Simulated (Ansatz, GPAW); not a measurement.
## A 9-layer slab of Al(100): work function by functional and basis

Wanted: work functions and dipole of a 9-layer slab of Al(100), with the cost of each level.

Program: GPAW 26.7.0 and Ansatz 0.2.0. Level of theory: Ansatz plane waves; slab in vacuum with a dipole correction, relaxation, in the first sound run; inputs show where later runs differ. Results are calculated unless marked as measured.

## Step 1: The structure

The cell holds 9 atoms: 9 Al. Cell: a = 2.864 Å, b = 2.864 Å, c = 30.200 Å, α = 90.0°, β = 90.0°, γ = 90.0°. Vacuum lies along c.

## Step 2: Relaxation

The atoms are relaxed first, since the surface dipole, and with it the work function, follows the positions of the outer layers. The lowest 4 atoms are held at bulk positions and keep their forces.

input.yaml

```yaml
crystal:
  lattice:
    - [2.8637824638, 0.0, 0.0]
    - [0.0, 2.8637824638, 0.0]
    - [0.0, 0.0, 30.2]
  atoms:
    - { symbol: Al, position: [0.0, 0.0, 0.2317880795] }
    - { symbol: Al, position: [0.5, 0.5, 0.2988410596] }
    - { symbol: Al, position: [0.0, 0.0, 0.3658940397] }
    - { symbol: Al, position: [0.5, 0.5, 0.4329470199] }
    - { symbol: Al, position: [0.0, 0.0, 0.5] }
    - { symbol: Al, position: [0.5, 0.5, 0.5670529801] }
    - { symbol: Al, position: [0.0, 0.0, 0.6341059603] }
    - { symbol: Al, position: [0.5, 0.5, 0.7011589404] }
    - { symbol: Al, position: [0.0, 0.0, 0.7682119205] }
kpoints:
  mp_grid: { grid: [11, 11, 1] }
hamiltonian:
  xc: pbe
scf:
  occupations: { method: fermi_dirac, width: 0.1 }
efield:
  axis: 3
  dipole_correction: true
  ramp_width: 0.05
relax:
  f_tol: 0.02
  max_steps: 60
  constraints: [{ sites: [0, 1, 2, 3] }]
output:
  write_potential: true
  write_density: true
  volumetric_format: npy
```

Launch:

```console
> ansatz run input.yaml --threads 4 --pin off --max-ram 8192MiB --backend cpu --events-out ev --progress --plain --runs-dir out
```

Numbers of over 12 decimals in the logs are rounded to 6 here.

Log:

```text
Engine: ansatz 0.2.0, x86_64-unknown-linux-gnu
Pseudopotentials: kind: paw
Pseudopotential: Al, paw, valence charge 3, recommended cutoff 420 eV (normal), Al.paw.azcp
Functional definition: PBE
  parameter kappa = 0.804
  parameter beta = 0.066725
  exchange = pbe_x(kappa = kappa, mu = beta*pi^2/3)
  correlation = pbe_c(beta = beta)
Crystal: 9 atoms, lattice volume = 247.678 Å³
Basis set: ecut = 420 eV, 4833 PW (Γ), exchange–correlation on 40×40×432 points (8 copies of the dense FFT grid, shifted against one another)
Bands: 23, of which v1, the nominal top of the filled ones, is band 14 counted from 1 (13 counted from 0)
Symmetry: 8 space group operations
k-points: 21 of 121
Non-local potential: Al, projectors of the file, l = 0: 2, l = 1: 2, l = 2: 1
PAW form: soft (Blöchl's): semilocal exchange-correlation on the pseudo side does not see the compensation charge
PAW one-centre angular grid: Al, 110 points (default); XC on 64 Gauss nodes
Initial density: superposition of atomic densities (neutral atoms: chi_scale 0, normalization atom), corrected by the library's trained network
Initial wavefunctions: pseudopotential atomic-orbital guess
Functional: x = pbe(κ = 0.804, μ = 0.219515), c = pbe(β = 0.066725)
SCF iter   1: F=—  HF=-4836.645860 eV  |F-HF|=—  |Δ(HF+E_count)|=         —  Δρ=2.03e-3  dr2=5.56e-1  ethr=1.77e-3  p=0.000 e·Å  D=6.01e-14 V/Å  ΔV_dip=-0.00 eV  dr2_dipole=2.96e-6  V_vac-E_F(+/−)=4.06/4.06 eV  ⟨swp⟩=9.1  Hψ=3231  notcnv=0
efield: sawtooth ramp at fractional position 0.9750 (placed from the atoms, in the widest stretch of the axis that holds none; the zero of the levels goes with the place), width 0.0500; the density the first Hamiltonian is built on has a dipole p = 0.000 e·Å; the dipole correction subtracts the counter field D = 6.01e-14 V/Å, which shifts the + side's vacuum level by -0.00 eV against the − side's; the planar-averaged density in the ramp window peaks in size at 1.5e-4 e/Å³
preconditioner: auto → LDOS  [metal: Δε(μ)=0.025 eV  Ē_g=6.749 eV  σ=0.100 eV  W_gap=0.06  n_scr=18 (ndim 8)  ℏωp=12.3 eV  f_vac=0.314  D(μ)=4.05/eV (n_scr^D=16)  β→1.0]
SCF iter   2: F=—  HF=-4836.629998 eV  |F-HF|=—  |Δ(HF+E_count)|=   1.59e-2  Δρ=5.92e-4  dr2=1.69e-3  ethr=1.77e-3  p=-0.000 e·Å  D=-1.46e-5 V/Å  ΔV_dip=0.00 eV  dr2_dipole=2.85e-6  V_vac-E_F(+/−)=4.22/4.22 eV  ⟨swp⟩=1.4  Hψ=681  notcnv=0  defer=4
SCF iter   3: F=—  HF=-4836.630800 eV  |F-HF|=—  |Δ(HF+E_count)|=   8.02e-4  Δρ=1.30e-4  dr2=3.96e-4  ethr=6.25e-6  p=-0.000 e·Å  D=-1.25e-6 V/Å  ΔV_dip=0.00 eV  dr2_dipole=2.19e-8  V_vac-E_F(+/−)=4.23/4.23 eV  ⟨swp⟩=2.6  Hψ=879  notcnv=0  defer=4
iter 4 did not close the SCF: its close was put off for the readings that it lacked (scf_convergence_deferred on its scf_iter line)
SCF iter   4: F=-4836.630782 eV  HF=-4836.630783 eV  |F-HF|=1.27e-6  |Δ(HF+E_count)|=   1.65e-5  Δρ=3.22e-5  dr2=5.54e-6  ethr=1.47e-6  p=-0.000 e·Å  D=-1.50e-6 V/Å  ΔV_dip=0.00 eV  dr2_dipole=4.63e-10  V_vac-E_F(+/−)=4.22/4.22 eV  ⟨swp⟩=1.9  Hψ=580  notcnv=0  defer=4
iter 5 did not close the SCF: its close was put off for the readings that it lacked (scf_convergence_deferred on its scf_iter line)
SCF iter   5: F=-4836.630785 eV  HF=-4836.630785 eV  |F-HF|=2.52e-7  |Δ(HF+E_count)|=   2.46e-6  Δρ=6.28e-6  dr2=5.53e-7  ethr=2.05e-8  p=-0.000 e·Å  D=-3.76e-7 V/Å  ΔV_dip=0.00 eV  dr2_dipole=4.11e-13  V_vac-E_F(+/−)=4.22/4.22 eV  ⟨swp⟩=2.8  Hψ=873  notcnv=0  defer=4
SCF iter   6: F=-4836.630786 eV  HF=-4836.630786 eV  |F-HF|=2.80e-8  |Δ(HF+E_count)|=   1.18e-7  Δρ=1.87e-6  dr2=4.60e-8  ethr=2.05e-9  p=-0.000 e·Å  D=-1.19e-7 V/Å  ΔV_dip=0.00 eV  dr2_dipole=2.62e-12  V_vac-E_F(+/−)=4.22/4.22 eV  ⟨swp⟩=8.8  Hψ=3523  notcnv=0
SCF 1 converged in 6 iterations: F = -4836.630786 eV  dr2 = 4.60e-8
  greatest PAW one-centre occupation: 0.479 electrons in one spin orbital (limit 2), on the Al atom at site 0 (counted from 0), in its partial waves of l = 0
relax step   1: F+E_penalty+E_count = -4836.63078555 eV  Δ(F+E_penalty+E_count) = +0.000e0 eV  max|allowed force component| = 8.806e-2 eV/Å  Δτ_max = 0.0000 Å  (6 SCF iters, dr2 threshold 1.00e-5 eV, accepted)
Initial density: handed on by an earlier stage of this run
Initial wavefunctions: those handed on with the density
iter 1 solved again at ethr=2.18e-4 eV; its pass at ethr=3.10e-3 eV (dr2=5.88e-2 eV) is discarded
SCF iter   1: F=—  HF=-4836.635252 eV  |F-HF|=—  |Δ(HF+E_count)|=         —  Δρ=1.26e-3  dr2=5.06e-2  ethr=2.18e-4  p=-0.000 e·Å  D=-1.19e-7 V/Å  ΔV_dip=0.00 eV  dr2_dipole=1.43e-2  V_vac-E_F(+/−)=4.22/4.22 eV  ⟨swp⟩=1.1  Hψ=2073  notcnv=0  defer=7
efield: sawtooth ramp at fractional position 0.9750 (handed on by an earlier solve), width 0.0500; the density the first Hamiltonian is built on has a dipole p = -0.000 e·Å; the dipole correction subtracts the counter field D = -1.19e-7 V/Å, which shifts the + side's vacuum level by +0.00 eV against the − side's; the planar-averaged density in the ramp window peaks in size at 2.4e-6 e/Å³
preconditioner: auto → LDOS  [metal: Δε(μ)=0.064 eV  Ē_g=6.766 eV  σ=0.100 eV  W_gap=0.16  n_scr=18 (ndim 8)  ℏωp=12.3 eV  f_vac=0.314  D(μ)=3.86/eV (n_scr^D=16)  β→1.0]
SCF iter   2: F=—  HF=-4836.632857 eV  |F-HF|=—  |Δ(HF+E_count)|=   2.40e-3  Δρ=2.47e-4  dr2=1.60e-3  ethr=1.87e-4  p=0.000 e·Å  D=5.17e-5 V/Å  ΔV_dip=-0.00 eV  dr2_dipole=7.98e-4  V_vac-E_F(+/−)=4.22/4.22 eV  ⟨swp⟩=1.9  Hψ=567  notcnv=0  defer=7
SCF iter   3: F=—  HF=-4836.632574 eV  |F-HF|=—  |Δ(HF+E_count)|=   2.83e-4  Δρ=8.30e-5  dr2=6.17e-5  ethr=5.91e-6  p=0.000 e·Å  D=6.84e-5 V/Å  ΔV_dip=-0.00 eV  dr2_dipole=2.21e-9  V_vac-E_F(+/−)=4.21/4.21 eV  ⟨swp⟩=1.9  Hψ=737  notcnv=0  defer=7
SCF iter   4: F=—  HF=-4836.633076 eV  |F-HF|=—  |Δ(HF+E_count)|=   5.02e-4  Δρ=1.15e-5  dr2=4.50e-7  ethr=1.80e-9  p=0.000 e·Å  D=8.52e-5 V/Å  ΔV_dip=-0.00 eV  dr2_dipole=7.40e-8  V_vac-E_F(+/−)=4.21/4.21 eV  ⟨swp⟩=11.1  Hψ=4082  notcnv=0
SCF iter   5: F=-4836.633076 eV  HF=-4836.633076 eV  |F-HF|=1.37e-8  |Δ(HF+E_count)|=   2.04e-7  Δρ=2.72e-6  dr2=3.08e-8  ethr=1.67e-9  p=0.000 e·Å  D=7.49e-5 V/Å  ΔV_dip=-0.00 eV  dr2_dipole=1.15e-9  V_vac-E_F(+/−)=4.21/4.21 eV  ⟨swp⟩=8.2  Hψ=3416  notcnv=0
SCF 2 converged in 5 iterations: F = -4836.633076 eV  dr2 = 3.08e-8
  greatest PAW one-centre occupation: 0.479 electrons in one spin orbital (limit 2), on the Al atom at site 8 (counted from 0), in its partial waves of l = 0
relax step   2: F+E_penalty+E_count = -4836.63307638 eV  Δ(F+E_penalty+E_count) = -2.291e-3 eV  max|allowed force component| = 3.238e-2 eV/Å  Δτ_max = 0.0593 Å  (5 SCF iters, dr2 threshold 4.85e-7 eV, accepted)
SCF iter   1: F=—  HF=-4836.632772 eV  |F-HF|=—  |Δ(HF+E_count)|=         —  Δρ=1.37e-4  dr2=1.23e-3  ethr=1.50e-5  p=0.000 e·Å  D=7.49e-5 V/Å  ΔV_dip=-0.00 eV  dr2_dipole=2.91e-4  V_vac-E_F(+/−)=4.21/4.21 eV  ⟨swp⟩=2.2  Hψ=1227  notcnv=0  defer=12
efield: sawtooth ramp at fractional position 0.9750 (handed on by an earlier solve), width 0.0500; the density the first Hamiltonian is built on has a dipole p = 0.000 e·Å; the dipole correction subtracts the counter field D = 7.49e-5 V/Å, which shifts the + side's vacuum level by -0.00 eV against the − side's; the planar-averaged density in the ramp window peaks in size at 2.3e-6 e/Å³
preconditioner: auto → LDOS  [metal: Δε(μ)=0.056 eV  Ē_g=6.765 eV  σ=0.100 eV  W_gap=0.14  n_scr=18 (ndim 8)  ℏωp=12.3 eV  f_vac=0.314  D(μ)=3.89/eV (n_scr^D=16)  β→1.0]
SCF iter   2: F=—  HF=-4836.632713 eV  |F-HF|=—  |Δ(HF+E_count)|=   5.87e-5  Δρ=4.89e-5  dr2=1.55e-5  ethr=4.55e-6  p=0.000 e·Å  D=4.26e-5 V/Å  ΔV_dip=-0.00 eV  dr2_dipole=1.22e-6  V_vac-E_F(+/−)=4.21/4.21 eV  ⟨swp⟩=1.0  Hψ=652  notcnv=0  defer=12
SCF iter   3: F=—  HF=-4836.633211 eV  |F-HF|=—  |Δ(HF+E_count)|=   4.98e-4  Δρ=1.81e-5  dr2=3.22e-6  ethr=5.74e-8  p=-0.000 e·Å  D=-1.51e-5 V/Å  ΔV_dip=0.00 eV  dr2_dipole=5.37e-10  V_vac-E_F(+/−)=4.21/4.21 eV  ⟨swp⟩=2.7  Hψ=956  notcnv=0  defer=12
SCF iter   4: F=-4836.633210 eV  HF=-4836.633210 eV  |F-HF|=1.74e-9  |Δ(HF+E_count)|=   1.45e-7  Δρ=2.36e-6  dr2=2.97e-8  ethr=3.70e-10  p=-0.000 e·Å  D=-9.96e-6 V/Å  ΔV_dip=0.00 eV  dr2_dipole=4.72e-9  V_vac-E_F(+/−)=4.21/4.21 eV  ⟨swp⟩=9.7  Hψ=3736  notcnv=0
SCF 3 converged in 4 iterations: F = -4836.633210 eV  dr2 = 2.97e-8
relax step   3: F+E_penalty+E_count = -4836.63321039 eV  Δ(F+E_penalty+E_count) = -1.340e-4 eV  max|allowed force component| = 2.465e-3 eV/Å  Δτ_max = 0.0070 Å  (4 SCF iters, accepted)
NSCF: frozen V_eff on 21 k-points
the search or the solves at the SCF's close seem to have found levels that the self-consistency loop had missed (the run counts 2). By its estimate they hold under 1e-12 electrons; where the run keeps them, the occupations were computed again with them
WARN: The output density's exchange-correlation potential varies sharply where the density is thin. Do not read a vacuum level from v_tot or v_xc, or from such a field of the output density. On a cell that repeats whose density bears no net charge and no dipole along the vacuum's axis use v_es (v_loc + v_h of the components); under efield.dipole_correction with no amplitude use v_es + v_field, which holds any externa [...]
SCF converged after 4 iterations
Free energy (F): -4836.633210 eV
Harris-Foulkes:  -4836.633210 eV  (|F-HF|=1.74e-9)
Internal energy: -4836.506903 eV  (E = F + TS)
E sigma→0 (E₀):  -4836.570057 eV
Entropy (-TS):   -0.126308 eV (-14.034 meV/atom)
Fermi energy:    3.129614 eV
Dipole field:    D = 0.000073 V/Å  (p = 0.000100 e·Å, saw-weighted, corrected)
Work function:   Φ+ = 4.2120 eV   Φ− = 4.2142 eV
Levels:          The Fermi level and band energies are counted from a zero that moves with the ramp; work functions are not
--- Per-component energies (eV) ---
  E_band       = -30.913205
  E_kinetic    = 199.640530
  E_local      = -6360.116260  (includes V_loc(G=0)·N_el)
  E_nonlocal   = 93.665546
  E_hartree    = 3162.640221
  E_xc         = -354.603507
  E_vxc        = -256.569599  (∫ρ·V_xc dr)
  E_paw        = -4205.843270  (= ΣΔE_a)
  E_vpaw       = -32.810942  (= ΣTr[D̂ρ^β])
  E_aug_tail   = -0.000020  (compensation charges beyond the density's cutoff)
  E_efield     = 0.000000  (sawtooth field / dipole correction)
  E_vefield    = 0.000054  (∫n·V_field dr)
  E_ewald      = 2628.109858
  E_smearing   = -0.126308  (= −TS)
  E_closure    = -0.000000  (closes the sum)
  Σ components = -4836.633210   (vs F -4836.633210, Δ=0.00e0)
--- Forces (eV/Å), atoms counted from 1 ---
  atom   1  Al    -0.00000000     0.00000000    -0.00715684
  atom   2  Al    -0.00000000     0.00000000     0.04749108
  atom   3  Al     0.00000000     0.00000000    -0.05021144
  atom   4  Al     0.00000000     0.00000000     0.01090410
  atom   5  Al    -0.00000000     0.00000000    -0.00095925
  atom   6  Al     0.00000000     0.00000000     0.00007263
  atom   7  Al    -0.00000000     0.00000000    -0.00216189
  atom   8  Al     0.00000000     0.00000000     0.00246487
  atom   9  Al     0.00000000     0.00000000    -0.00046089
  max |Σ_I F_I| component: 1.76e-5 eV/Å
--- Band table (eV; the first three rows and the last of 21) ---
  k-point 0: bands = [... 10 lower, 3.0218, 4.6542, 6.0693, 7.0719, 7.3484, 8.3855, 8.7178, 8.7178, ... 5 higher]
  k-point 1: bands = [... 10 lower, 3.1590, 4.7851, 6.1492, 6.2103, 6.4872, 6.9353, 7.2180, 7.5090, ... 5 higher]
  k-point 2: bands = [... 10 lower, 3.4137, 3.8438, 3.9536, 4.4344, 5.0893, 5.2875, 5.9546, 6.6664, ... 5 higher]
  k-point 20: bands = [... 10 lower, 1.9646, 2.4672, 2.6025, 2.6129, 2.6690, 2.9836, 3.2078, 3.4253, ... 5 higher]
--- Relaxed structure (3 steps of the walk, 3 accepted, 0 SCFs on fresh bases) ---
  F+E_penalty+E_count = -4836.63321039 eV   max|allowed force component| = 2.465e-3 eV/Å
  atoms:
    - { symbol: Al, position: [0.0, 0.0, 0.231788] }
    - { symbol: Al, position: [0.5, 0.5, 0.2988410596] }
    - { symbol: Al, position: [0.0, 0.0, 0.365894] }
    - { symbol: Al, position: [0.5, 0.5, 0.4329470199] }
    - { symbol: Al, position: [0, 0.0, 0.499151] }
    - { symbol: Al, position: [0.5, 0.5, 0.565337] }
    - { symbol: Al, position: [0, 0.0, 0.632543] }
    - { symbol: Al, position: [0.5, 0.5, 0.699094] }
    - { symbol: Al, position: [0, 0.0, 0.766300] }
```

Wall time 4.3 s (4 threads of Intel Xeon 6975P-C (Granite Rapids), shared host); peak memory 0.58 GiB.

Relaxation path:

```
step  energy less that of the first step (eV)  largest force component (eV/Å)
   1                                   0.0000                          0.0881
   2                                  -0.0023                          0.0324
   3                                  -0.0024                          0.0025
```

The run keeps the 8 symmetry operations that it works with, so distortions that break them were not tested.

The atoms that moved most (Å):

```
atom     dx     dy      dz  length
 Al8  0.000  0.000  -0.062   0.062
 Al9  0.000  0.000  -0.058   0.058
 Al6  0.000  0.000  -0.052   0.052
 Al7  0.000  0.000  -0.047   0.047
 Al5  0.000  0.000  -0.026   0.026
```

Numbers from this step:

* free energy: -4836.6332 eV
* smearing term TS: 0.1263 eV
* symmetry operations: 8
* upper work function: 4.212 eV
* lower work function: 4.214 eV
* dipole along the normal: 1.00e-4 e·Å
* dipole field: 7.31e-5 V/Å
* vacuum level above: 7.342 eV
* vacuum level below: 7.344 eV

The electrostatic potential energy of an electron (with the applied field's), less the Fermi level, planar mean oscillates, so the rows of the table below give means over windows of 1.96 Å about each position, cut where the curve ends. Its maxima inside the range that stand out by 2 % of the span (Å: eV): 8.0: -2.08, 10.1: -2.04, 12.0: -2.09, 14.1: -2.27, 16.1: -2.23, 18.0: -2.08, 20.1: -2.15, 22.1: -2.04. Its minima: 7.0: -5.85, 9.1: -6.05, 11.0: -6.08, 13.1: -6.09, 15.1: -6.10, 17.1: -6.10, 19.0: -6.07, 21.1: -6.05, 23.1: -5.85.

Electrostatic potential energy of an electron (with the applied field's), less the Fermi level, planar mean against z; means over each step:

| z (Å) | electrostatic potential energy of an electron (with the applied field's), less the Fermi level, planar mean (eV) |
| --- | --- |
| 0.98 | 4.21 |
| 2.94 | 4.21 |
| 4.90 | 3.63 |
| 6.86 | -4.03 |
| 8.82 | -4.66 |
| 10.78 | -4.65 |
| 12.74 | -4.66 |
| 14.70 | -4.72 |
| 16.66 | -4.71 |
| 18.62 | -4.60 |
| 20.58 | -4.64 |
| 22.54 | -4.46 |
| 24.50 | 1.24 |
| 26.46 | 4.19 |
| 28.42 | 4.21 |

The valence density, planar mean oscillates, so the rows of the table below give means over windows of 1.96 Å about each position, cut where the curve ends. Its maxima inside the range that stand out by 2 % of the span (Å: e/Å³): 8.1: 0.194, 10.1: 0.197, 12.0: 0.197, 14.1: 0.202, 16.1: 0.202, 18.0: 0.197, 20.1: 0.199, 22.1: 0.193. Its minima: 9.1: 0.164, 11.0: 0.163, 13.0: 0.163, 15.1: 0.163, 17.1: 0.163, 19.0: 0.163, 21.1: 0.164.

Valence density, planar mean against z; means over each step:

| z (Å) | valence density, planar mean (e/Å³) |
| --- | --- |
| 0.98 | 9.3e-7 |
| 2.94 | 1.5e-4 |
| 4.90 | 0.0182 |
| 6.86 | 0.151 |
| 8.82 | 0.180 |
| 10.78 | 0.180 |
| 12.74 | 0.181 |
| 14.70 | 0.183 |
| 16.66 | 0.182 |
| 18.62 | 0.180 |
| 20.58 | 0.182 |
| 22.54 | 0.178 |
| 24.50 | 0.0625 |
| 26.46 | 9.9e-4 |
| 28.42 | 6.3e-6 |

The relaxation lowered the energy of the cell by 0.00242 eV.

(Continued in part 2 of 3.)

[Logs are printed without paths, hosts, clocks, repeated set-up lines and the standing remarks that a program may print on its own settings, such as how far it seeks lower states.]

[Hosts, paths, dates, database ids (printed as entryN), source tags and the programs' standing remarks are cut or masked in the printed files.]
